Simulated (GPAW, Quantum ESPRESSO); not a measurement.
# Core-hole calculation of the Cl K edge in NaCl (Fm-3m), part 4 of 4

Aim: the Cl K edge of NaCl (Fm-3m) by two routes, a Lanczos recursion (XSpectra) and a sum over empty bands (GPAW), to see which features are robust.

Quantum ESPRESSO 7.5 and GPAW 26.7.0; core-hole supercells, plane-wave PAW PBE.

So far. Step 12 (The field without a hole (GPAW)): The mesh shows a gap of 5.16 eV, so the hole is first treated in a charged cell, without the excited electron. Step 13 (Spectrum without a core hole,  (GPAW)): The program stopped, so this step gives no result.

The database entry behind the starting cell differs from later determinations by our own check (an axis about 0.4 % short against later determinations), so it need not match the best structure at ambient conditions.

## Step 15: Spectrum with FCH, Cl atom 1 (GPAW)

Level of this step: X-ray absorption from dipole matrix elements to empty bands, plane-wave PAW PBE (GPAW).

The holes are 6.9 Å apart. The excited electron is left out and a uniform background balances the charge. After the field has converged, empty bands are computed with the density fixed and the dipole matrix elements are summed.

The input, xas.py:

```python
import numpy as np
from ase import Atoms
from ase.parallel import parprint, paropen
from gpaw import GPAW, PW, FermiDirac, Mixer, MixerDif, setup_paths
from gpaw.test import gen
setup_paths.insert(0, '.')
gen('Cl', name='fch1s', xcname='PBE', corehole=(1, 0, 1), write_xml=True)
from gpaw.mpi import world
world.barrier()

atoms = Atoms('Cl6Na6',
    cell=[[2.81, 5.62, 2.81],
     [2.81, -5.62, 2.81],
     [2.81, -2.81, -5.62]],
    scaled_positions=[[0.75, 0.25, 0],
     [0.41666667, 0.25, 0.33333333],
     [0.25, 0.75, 0],
     [0.08333333, 0.25, 0.66666667],
     [0.91666667, 0.75, 0.33333333],
     [0.58333333, 0.75, 0.66666667],
     [0, 0, 0],
     [0.66666667, 0, 0.33333333],
     [0.5, 0.5, 0],
     [0.33333333, 0, 0.66666667],
     [0.16666667, 0.5, 0.33333333],
     [0.83333333, 0.5, 0.66666667]],
    pbc=True)
atoms.calc = calc = GPAW(legacy_gpaw=True, mode=PW(500, force_complex_dtype=True), xc='PBE', setups={0: 'fch1s'},
    kpts={'size': (3, 3, 3), 'gamma': True}, occupations=FermiDirac(0.02),
    charge=0, mixer=Mixer(0.1, 5, 50), maxiter=150,
    convergence={'density': 0.0001, 'eigenstates': 1e-6}, txt='scf.txt')
energy = atoms.get_potential_energy() + calc.get_reference_energy()
ef = calc.get_fermi_level()
out = dict(energy=energy, fermi=ef, forces=atoms.get_forces().tolist())
parprint(f'all-electron energy {energy:.4f} eV, Fermi level {ef:.4f} eV')
ev = np.array([[calc.get_eigenvalues(k, s) for k in range(len(calc.get_ibz_k_points()))] for s in range(calc.get_number_of_spins())])
out['homo'], out['lumo'], out['counts'] = ev[ev < ef].max(), ev[ev > ef].min(), sorted(set((ev < ef).sum((0, 2)).tolist()))
out['filled'] = (ev[:, 0] < ef).sum(1).tolist()

from ase.units import Ha
from gpaw.xas import dipole_matrix_elements
nb = int(calc.get_number_of_electrons() / 2) + 161
top, nb = nb, nb + 8 + nb // 12
nscf = calc.fixed_density(kpts={'size': (4, 4, 4), 'gamma': True}, nbands=nb,
    convergence={'bands': top, 'eigenstates': 5e-3}, maxiter=60, txt='nscf.txt')
cell = atoms.cell.array
ops = [cell.T @ U.T @ np.linalg.inv(cell.T) for U in nscf.wfs.kd.symmetry.op_scc]
filled = [42]  # bands filled in the ground state, by spin
E = np.arange(-6, 34, 0.1)
fwhm = np.interp(E, [4, 25], [0.9, 3.5])
Y, X, zero, highest = 0, 0, 1e9, 1e9
for spin in range(nscf.get_number_of_spins()):
    wfs = nscf.wfs
    mine = wfs.bd.get_slice()  # this rank's bands
    A = dipole_matrix_elements(wfs.setups[0])
    eps = np.zeros((wfs.kd.nibzkpts, nb))
    d = np.zeros((3, A.shape[1], wfs.kd.nibzkpts, nb), complex)
    for kpt in wfs.kpt_u:
        if kpt.s == spin and 0 in kpt.P_ani:
            eps[kpt.k, mine] = kpt.eps_n * Ha
            d[:, :, kpt.k, mine] = (kpt.weight * wfs.nspins / 2) ** 0.5 * np.inner(A, kpt.P_ani[0])
    world.sum(eps)
    world.sum(d)
    T = np.einsum('amkn,bmkn->abkn', d, d.conj()).real
    T = sum(np.einsum('ai,ijkn,bj->abkn', R, T, R) for R in ops) / len(ops)
    empty = np.ones_like(eps, bool) & (np.arange(nb) >= filled[spin])
    zero, highest = min(zero, eps[empty].min()), min(highest, eps[:, top - 1].min())
    lines = [(eps, T, empty)] if spin == 0 else lines + [(eps, T, empty)]
for eps, T, empty in lines:
    f = np.einsum('aakn->akn', T).reshape(3, -1)
    x = eps.ravel() - zero
    w = np.interp(x, E, fwhm) / 2.35482
    g = np.exp(-0.5 * ((E[:, None] - x) / w) ** 2) / (w * (2 * np.pi) ** 0.5)
    Y = Y + (f * empty.ravel()) @ g.T
    X = X + (f * ~empty.ravel()) @ g.T
out.update(E=E.round(2).tolist(), xas=Y.tolist(), xes=X.tolist(), zero=zero, valid=highest - zero, nk=len(eps), nb=nb)
for i in range(0, len(E), 10):
    parprint(f'{E[i]:7.2f}', *(f'{v:10.3e}' for v in Y[:, i]))
import json
with paropen('out.json', 'w') as f:
    json.dump(out, f)
```

The run is started by

```bash
OMP_NUM_THREADS=1 mpirun -n 8 gpaw python xas.py
```

Numbers of over 12 decimals in the logs are rounded to 6 here.

The log of the run:

```text
Input parameters:
  convergence: {density: 0.0001,
                eigenstates: 1e-06}
  kpts: {gamma: True,
         size: (3, 3, 3)}
  maxiter: 150
  mixer: {backend: pulay,
          beta: 0.1,
          method: separate,
          nmaxold: 5,
          weight: 50}
  mode: {ecut: 500.0,
         force_complex_dtype: True,
         name: pw}
  occupations: {fixmagmom: False,
                name: fermi-dirac,
                width: 0.02}
  setups: {0: fch1s}
  xc: PBE

Initialize ...

[... PAW data sets ...]

Reference energy: -98995.527026  # eV

Spin-paired calculation

[... convergence settings ...]
Symmetries present (total): 2
  [... symmetry matrices ...]

27 k-points: 3 x 3 x 3 Monkhorst-Pack grid
10 k-points in the irreducible part of the Brillouin zone
       k-points in crystal coordinates                weights
   0:     0.00000000    0.00000000    0.00000000          1/27
   1:     0.00000000    0.00000000    0.33333333          2/27
   2:     0.00000000    0.33333333    0.00000000          2/27
   3:     0.00000000    0.33333333    0.33333333          4/27
   4:     0.33333333   -0.33333333    0.00000000          4/27
   5:     0.33333333   -0.33333333    0.33333333          2/27
   6:     0.33333333    0.00000000    0.00000000          4/27
   7:     0.33333333    0.00000000    0.33333333          2/27
   8:     0.33333333    0.33333333    0.00000000          4/27
   9:     0.33333333    0.33333333    0.33333333          2/27

Wave functions: Plane wave expansion
  Cutoff energy: 500.000 eV
  Number of coefficients (min, max): 6746, 6835
  Pulay-stress correction: 0.000000 eV/Ang^3 (de/decut=0.000000)
  Using FFTW library
  Wavefunction extrapolation:
    Improved wavefunction reuse through dual PAW basis

Occupation numbers: Fermi-Dirac:
  width: 0.0200  # eV

Eigensolver
   Davidson(niter=2)

Densities:
  Coarse grid: 36*36*36 grid
  Fine grid: 72*72*72 grid
  Total Charge: 1.000000

Density mixing:
  Method: separate
  Backend: pulay
  Linear mixing parameter: 0.1
  old densities: 5
  Width of damping distribution: 1.1
  Damping of long wavelength oscillations: 50

[... Hamiltonian set-up ...]
Number of atoms: 12
Number of atomic orbitals: 66
Number of bands in calculation: 55
Number of valence electrons: 84
Bands to converge: occupied

... initialized

Initializing position-dependent things.

Density initialized from atomic densities
Creating initial wave functions:
  55 bands from LCAO basis set

                  Cl
                Na     Cl

              Cl  Na

         Na     Cl     Na

              Na     Cl

                Na
              Cl

Atomic positions and initial magnetic moments

Positions:
   0 Cl     2.810000    2.810000    2.810000    ( 0.0000,  0.0000,  0.0000)
   1 Cl     2.810000    0.000000    0.000000    ( 0.0000,  0.0000,  0.0000)
   2 Cl     2.810000   -2.810000    2.810000    ( 0.0000,  0.0000,  0.0000)
   3 Cl     2.810000   -2.810000   -2.810000    ( 0.0000,  0.0000,  0.0000)
   4 Cl     5.620000    0.000000    2.810000    ( 0.0000,  0.0000,  0.0000)
   5 Cl     5.620000   -2.810000   -0.000000    ( 0.0000,  0.0000,  0.0000)
   6 Na     0.000000    0.000000    0.000000    ( 0.0000,  0.0000,  0.0000)
   7 Na     2.810000    2.810000    0.000000    ( 0.0000,  0.0000,  0.0000)
   8 Na     2.810000    0.000000    2.810000    ( 0.0000,  0.0000,  0.0000)
   9 Na     2.810000   -0.000000   -2.810000    ( 0.0000,  0.0000,  0.0000)
  10 Na     2.810000   -2.810000    0.000000    ( 0.0000,  0.0000,  0.0000)
  11 Na     5.620000   -0.000000   -0.000000    ( 0.0000,  0.0000,  0.0000)

Unit cell:
           periodic     x           y           z      points  spacing
  1. axis:    yes    2.810000    5.620000    2.810000    36     0.1583
  2. axis:    yes    2.810000   -5.620000    2.810000    36     0.1803
  3. axis:    yes    2.810000   -2.810000   -5.620000    36     0.1656

  Lengths:   6.883066   6.883066   6.883066
  Angles:   80.405932 120.000000 109.471221

Effective grid spacing dv^(1/3) = 0.1787

iter:   1   -54.423295
iter:   2   -54.265474   -1.75  -1.37
iter:   3   -53.936667   -2.09  -1.42
iter:   4   -53.957341   -2.69  -1.66
iter:   5   -53.984130   -3.02  -1.84
iter:   6   -53.981970c  -4.06  -2.72
iter:   7   -53.981776c  -4.43  -2.92
iter:   8   -53.981706c  -5.49  -3.20
iter:   9   -53.981781c  -5.37  -3.34
iter:  10   -53.981768c  -6.72c -3.82
iter:  11   -53.981764c  -7.47c -4.06c

Converged after 11 iterations.

Dipole moment: (-0.059804, 1.696066, -0.059804) |e|*Ang

Energy contributions relative to reference atoms: (reference = -98995.527026)

Kinetic:        +44.579676
Potential:      -57.874346
External:        +0.000000
XC:             -40.617497
Entropy (-ST):   -0.000000
Local:           -0.069597
SIC:             +0.000000
--------------------------
Free energy:    -53.981764
Extrapolated:   -53.981764

Showing only first 2 kpts
 Kpt  Band  Eigenvalues  Occupancy
  0    40     -0.03785    2.00000
  0    41     -0.02665    2.00000
  0    42      4.48514    0.00000
  0    43      6.88313    0.00000

  1    40     -0.22270    2.00000
  1    41     -0.11839    2.00000
  1    42      5.37023    0.00000
[...]
Fermi level: 1.84077

Gap: 4.512 eV
Transition (v -> c):
  (s=0, k=0, n=41, [0.00, 0.00, 0.00]) -> (s=0, k=0, n=42, [0.00, 0.00, 0.00])
No difference between direct/indirect transitions

Forces in eV/Ang:
  0 Cl   -0.00000    0.00000   -0.00000
  1 Cl    0.00775    0.00000   -0.00775
  2 Cl    0.00000   -0.00000    0.00000
  3 Cl   -0.00775    0.00000    0.00775
  4 Cl   -0.15904   -0.00000    0.15904
  5 Cl    0.15904   -0.00000   -0.15904
  6 Na   -0.05181    0.69861   -0.05181
  7 Na   -0.06671    0.06670   -0.71303
  8 Na    0.05181   -0.69861    0.05181
  9 Na   -0.71303    0.06670   -0.06671
 10 Na    0.71303   -0.06670    0.06671
 11 Na    0.06671   -0.06670    0.71303
Scalar-relativistic atomic PBE calculation for Cl (Chlorine, Z=17)
Core hole in 1s state (1s occupation: 1.0)
450 radial gridpoints.
|------------------------------------------------|
|------------------------------------------------|
[... the atom generator's iteration count ...]

Energy contributions:
-------------------------
Kinetic:     +357.990990
XC:           -23.234180
Potential:   -691.560283
-------------------------
Total:       -356.803474

state      eigenvalue         ekin         rmax
-----------------------------------------------
1s^1.0 :  -108.096701   142.613833        0.059
2s^2.0 :   -11.017082    23.974386        0.348
2p^6.0 :    -8.975534    23.672538        0.282
3s^2.0 :    -1.307025     4.191830        1.187
3p^5.0 :    -0.817795     3.401900        1.261
-----------------------------------------------
(units: Bohr and Hartree)

Generating PAW setup
Kinetic energy of the core from tauc = 333.606275300396
Cutoffs:
rc(s)=1.500
rc(p)=1.500
rc(d)=1.500
rc(vbar)=1.350
rc(comp)=1.500
rc(nct)=1.500

Kinetic energy of the core states: 332.597831
Charge: 1.0
Core electrons: 9.0
Valence electrons: 7.0
Pseudo-core charge: 0.088874
Shape function alpha=4.444
Pseudo-electron charge 7.510914
state    eigenvalue         norm
--------------------------------
3s(2) :    -1.307025     1.200410
*s    :    -0.307025
3p(5) :    -0.817795     1.004244
*p    :     0.182205
*d    :     0.000000
--------------------------------

Diagonalizing with gridspacing h=0.050

state   all-electron     PAW
-------------------------------
3s:      -1.307025    -1.307931
3p:      -0.817795    -0.818895
*d:                   -0.148805
*f:                   -0.015230
-------------------------------
all-electron energy -99049.5088 eV, Fermi level 1.8408 eV
[...]
31.00  1.732e-06  1.703e-06  1.732e-06
  32.00  1.691e-06  1.676e-06  1.691e-06
  33.00  1.698e-06  1.694e-06  1.698e-06
```

Run time: 2.6 min. Hardware: 8 MPI ranks of AMD EPYC (Zen 3), shared host; peak memory 0.44 GiB.

The Cl K spectrum, Cl atom 1, full core hole (charged cell) (energy from the lowest empty level; intensity scaled to a mean of 1 over the first 20 eV):

```tsv
E (eV)	intensity
-2.0	0.00
-1.5	0.00
-1.0	0.00
-0.5	0.00
0.0	0.01
0.5	0.05
1.0	0.10
1.5	0.21
2.0	0.67
2.5	1.38
3.0	1.64
3.5	1.93
4.0	2.69
4.5	2.82
5.0	1.65
5.5	0.81
6.0	0.50
6.5	0.42
7.0	0.50
7.5	0.58
8.0	0.64
8.5	0.73
9.0	0.78
9.5	0.77
10.0	0.77
10.5	0.83
11.0	0.95
11.5	1.12
12.0	1.32
12.5	1.53
13.0	1.66
13.5	1.68
14.0	1.55
14.5	1.34
15.0	1.13
15.5	0.96
16.0	0.85
16.5	0.78
17.0	0.74
17.5	0.72
18.0	0.70
18.5	0.69
19.0	0.67
19.5	0.66
20.0	0.67
20.5	0.71
21.0	0.75
21.5	0.81
22.0	0.86
22.5	0.91
23.0	0.94
23.5	0.97
24.0	0.99
24.5	1.00
25.0	1.01
25.5	1.01
26.0	1.02
26.5	1.04
27.0	1.06
27.5	1.08
28.0	1.09
28.5	1.09
29.0	1.08
29.5	1.07
30.0	1.05
30.5	1.03
31.0	1.01
```

Main maxima below 24 eV (height): 4.3 eV (2.96) and 13.3 eV (1.69). 

The hole costs E(hole) − E(ground) = 2832.39 eV, and the lowest empty level of the hole cell on the spectrum's mesh lies at 4.49 eV, which puts the zero at 2836.88 eV. With the free-atom term of -17.92 eV for this edge, the photon energy is 2818.96 eV.

## Step 16: Excitation energy, Cl atom 1 (GPAW)

With the excited electron kept in the cell the system stays neutral, and the energy difference is an excitation energy by itself. In a small cell that electron takes up a good share of the lowest empty band, or all of one, which shifts the value from the true onset.

Changed against the first core-hole run: core hole to XCH, with the smearing that suits a partly filled band.

The input, scf.py:

```python
import numpy as np
from ase import Atoms
from ase.parallel import parprint, paropen
from gpaw import GPAW, PW, FermiDirac, Mixer, MixerDif, setup_paths
from gpaw.test import gen
setup_paths.insert(0, '.')
gen('Cl', name='fch1s', xcname='PBE', corehole=(1, 0, 1), write_xml=True)
from gpaw.mpi import world
world.barrier()

atoms = Atoms('Cl6Na6',
    cell=[[2.81, 5.62, 2.81],
     [2.81, -5.62, 2.81],
     [2.81, -2.81, -5.62]],
    scaled_positions=[[0.75, 0.25, 0],
     [0.41666667, 0.25, 0.33333333],
     [0.25, 0.75, 0],
     [0.08333333, 0.25, 0.66666667],
     [0.91666667, 0.75, 0.33333333],
     [0.58333333, 0.75, 0.66666667],
     [0, 0, 0],
     [0.66666667, 0, 0.33333333],
     [0.5, 0.5, 0],
     [0.33333333, 0, 0.66666667],
     [0.16666667, 0.5, 0.33333333],
     [0.83333333, 0.5, 0.66666667]],
    pbc=True)
atoms.calc = calc = GPAW(legacy_gpaw=True, mode=PW(500, force_complex_dtype=True), xc='PBE', setups={0: 'fch1s'},
    kpts={'size': (3, 3, 3), 'gamma': True}, occupations=FermiDirac(0.04),
    charge=-1, mixer=Mixer(0.1, 5, 50), maxiter=150,
    convergence={'density': 0.0001, 'eigenstates': 1e-6}, txt='scf.txt')
energy = atoms.get_potential_energy() + calc.get_reference_energy()
ef = calc.get_fermi_level()
out = dict(energy=energy, fermi=ef, forces=atoms.get_forces().tolist())
parprint(f'all-electron energy {energy:.4f} eV, Fermi level {ef:.4f} eV')
ev = np.array([[calc.get_eigenvalues(k, s) for k in range(len(calc.get_ibz_k_points()))] for s in range(calc.get_number_of_spins())])
out['homo'], out['lumo'], out['counts'] = ev[ev < ef].max(), ev[ev > ef].min(), sorted(set((ev < ef).sum((0, 2)).tolist()))
out['filled'] = (ev[:, 0] < ef).sum(1).tolist()
import json
with paropen('out.json', 'w') as f:
    json.dump(out, f)
```

The run is started by

```bash
OMP_NUM_THREADS=1 mpirun -n 8 gpaw python scf.py
```

The log of the run:

```text
Input parameters:
  charge: -1
  convergence: {density: 0.0001,
                eigenstates: 1e-06}
  kpts: {gamma: True,
         size: (3, 3, 3)}
  maxiter: 150
  mixer: {backend: pulay,
          beta: 0.1,
          method: separate,
          nmaxold: 5,
          weight: 50}
  mode: {ecut: 500.0,
         force_complex_dtype: True,
         name: pw}
  occupations: {fixmagmom: False,
[...]
--------------------------------
3s(2) :    -1.307025     1.200410
*s    :    -0.307025
3p(5) :    -0.817795     1.004244
*p    :     0.182205
*d    :     0.000000
--------------------------------

Diagonalizing with gridspacing h=0.050

state   all-electron     PAW
-------------------------------
3s:      -1.307025    -1.307931
3p:      -0.817795    -0.818895
*d:                   -0.148805
*f:                   -0.015230
-------------------------------
all-electron energy -99044.1986 eV, Fermi level 5.6757 eV
[key lines of the parts left out:]
Converged after 12 iterations.
Dipole moment: (0.033968, 1.215209, 0.033968) |e|*Ang
Free energy:    -48.674102
Fermi level: 5.67565
```

It took 34 s on 8 MPI ranks; peak memory 0.22 GiB; 4.4 min of CPU time.

The total-energy difference is 2837.70 eV. With the free-atom term of -17.92 eV for this edge, the photon energy is 2819.78 eV.

## Step 17: The two programs side by side

The line shapes differ (Lorentzian half width 0.4 eV up to 4 eV, rising linearly to 1.75 eV at 25 eV (not a setting of the program: the run's 0.4 eV curve was folded afterwards with a further Lorentzian above 4 eV), against Gaussian full width 0.9 eV up to 4 eV, rising linearly to 3.5 eV at 25 eV), so both get a further Gaussian of 1.5 eV full width before they are compared; the Lorentzian tails remain.

```tsv
E (eV)	XSpectra	GPAW
-2.00	0.07	0.00
-1.25	0.08	0.00
-0.50	0.11	0.01
0.25	0.18	0.05
1.00	0.34	0.18
1.75	0.68	0.58
2.50	1.19	1.22
3.25	1.67	1.85
4.00	1.99	2.28
4.75	1.77	1.97
5.50	1.16	1.11
6.25	0.78	0.60
7.00	0.69	0.53
7.75	0.73	0.61
8.50	0.79	0.71
9.25	0.83	0.76
10.00	0.87	0.81
10.75	0.96	0.93
11.50	1.09	1.14
12.25	1.25	1.40
13.00	1.35	1.57
13.75	1.34	1.54
14.50	1.21	1.33
15.25	1.06	1.08
16.00	0.94	0.89
16.75	0.85	0.78
17.50	0.81	0.73
18.25	0.78	0.70
19.00	0.76	0.68
19.75	0.76	0.68
20.50	0.78	0.72
21.25	0.82	0.78
22.00	0.86	0.86
22.75	0.89	0.92
23.50	0.92	0.96
24.25	0.94	0.99
25.00	0.95	1.01
25.75	0.96	1.02
26.50	0.98	1.04
27.25	1.00	1.06
28.00	1.02	1.08
28.75	1.02	1.08
29.50	1.01	1.07
30.25	1.00	1.04
31.00	0.99	1.02
```

```tsv
	XSpectra	GPAW
k mesh of the spectrum	4×4×4	4×4×4
cutoff (eV)	844	500
highest intensity below 16 eV after the common broadening, eV (height)	4.2 (2.00)	4.1 (2.30)
zero, corrected photon energy (eV)	2819.5	2819.0
core time, hole field and spectrum	1.5 h	21 min
```

## Step 18: With and without the hole

XSpectra's curves. Both curves are counted from their own zero, so only the shift of weight within the empty states shows.

```tsv
E (eV)	no hole	FCH
-2.0	0.04	0.04
-1.0	0.05	0.06
0.0	0.09	0.10
1.0	0.21	0.24
2.0	0.51	0.72
3.0	0.90	1.50
4.0	1.39	2.16
5.0	2.40	1.53
6.0	1.08	0.68
7.0	0.76	0.63
8.0	0.61	0.67
9.0	0.94	0.84
10.0	0.79	0.76
11.0	0.58	0.93
12.0	1.15	1.27
13.0	1.54	1.62
14.0	1.50	1.57
15.0	1.68	1.14
16.0	1.25	0.91
17.0	0.72	0.75
18.0	0.96	0.80
19.0	0.76	0.72
20.0	0.65	0.69
21.0	0.66	0.79
22.0	0.82	0.97
23.0	0.78	0.92
24.0	0.91	1.19
25.0	0.90	0.96
26.0	0.82	1.00
27.0	0.88	1.07
28.0	1.18	1.25
29.0	1.09	1.14
30.0	1.03	1.05
31.0	0.94	1.05
32.0	0.94	0.95
```

With each curve scaled to its own mean, the area from −2 to 6 eV with the hole is 6.9 against 6.3, and the centre of weight from −1 to 20 eV moves by -0.5 eV (first and strongest maxima below 20 eV: 4.9 eV (2.44), 13.2 eV (1.58) and 14.9 eV (1.68) without the hole, 4.4 eV (2.47), 8.8 eV (0.84) and 13.5 eV (1.83) with it); the shape changes all the same, by 29 % r.m.s.

## Step 19: Against the measurement

Features are paired by their description (first, strongest, rising edge, steepest rise) or, failing that, by nearness after a common offset; their character isn't checked.

XSpectra PBE (Lorentzian half width 0.4 eV up to 4 eV, rising linearly to 1.75 eV at 25 eV (not a setting of the program: the run's 0.4 eV curve was folded afterwards with a further Lorentzian above 4 eV)):

| measured feature | measured (eV) | computed feature | computed (eV) | difference (eV) |
| --- | --- | --- | --- | --- |
| Cl K-edge E0 (maximum of first derivative) | 2826.8 | steepest rise | 2823.6 | -3.2 |

GPAW PBE (Gaussian full width 0.9 eV up to 4 eV, rising linearly to 3.5 eV at 25 eV):

| measured feature | measured (eV) | computed feature | computed (eV) | difference (eV) |
| --- | --- | --- | --- | --- |
| Cl K-edge E0 (maximum of first derivative) | 2826.8 | steepest rise | 2822.8 | -4.0 |

## Step 20: Summary of results

```
absorber and edge                                     : Cl K, atom 1 of the ground-state input (counted from 1)
surroundings                                          : 6 Na at 2.81 Å (octahedral, site symmetry m-3m)
highest intensity below 16 eV (XSpectra, narrow line) : 4.4 eV above the zero, height 2.47
photon energy of the zero, with the added terms       : 2819.5 eV (raw 2837.5 eV; uncertain by a few eV)
```

In words: XSpectra PBE lies 3.2 eV below the measured energy. GPAW PBE lies 4.0 eV below the measured energy. Energy scales of different experiments differ by up to about 1 eV. The two programs agree on the overall shape: 13 % r.m.s. remains over the first 14 eV after a relative shift of 0.0 eV, and their photon-energy zeros differ by 0.6 eV. What differs may come from the PAW partial waves, meshes, cutoffs and line shapes. In XSpectra the Cl K edge of atom 1, with 6 Na at 2.81 Å (octahedral, site symmetry m-3m), has its highest intensity of the first 16 eV at 4.4 eV above the zero, near 2824 eV in photon energy (uncertain by a few eV), 2.5 times the mean level of the first 20 eV (Lorentzian half width 0.4 eV). In XSpectra: With each curve scaled to its own mean, the area from −2 to 6 eV with the hole is 6.9 against 6.3, and the centre of weight from −1 to 20 eV moves by -0.5 eV (first and strongest maxima below 20 eV: 4.9 eV (2.44), 13.2 eV (1.58) and 14.9 eV (1.68) without the hole, 4.4 eV (2.47), 8.8 eV (0.84) and 13.5 eV (1.83) with it); the shape changes all the same, by 29 % r.m.s. In XSpectra the neutral-cell energy lies +0.8 eV from the charged-cell zero, a gap made of the charged-cell error and of where the added electron settles. In GPAW the neutral-cell energy lies +0.8 eV from the charged-cell zero, a gap made of the charged-cell error and of where the added electron settles. The structure is a published determination, not relaxed.

[Banner, clock and machine lines of the logs are left out without a mark of their own.]

[Logs are printed without paths, hosts, clocks, repeated set-up lines and the standing remarks that a program may print on its own settings, such as how far it seeks lower states.]

[Hosts, paths, dates, database ids (printed as entryN), source tags and the programs' standing remarks are cut or masked in the printed files.]

[Lists of maxima count a maximum above −3 eV only where it reaches 4 % of the highest in the window and stands out from its surroundings by 2 % of it (1.5 % where it reaches 55 %); shoulders and weaker maxima are passed over, and of the rest the first, up to two pre-edge ones and the few strongest are named.]
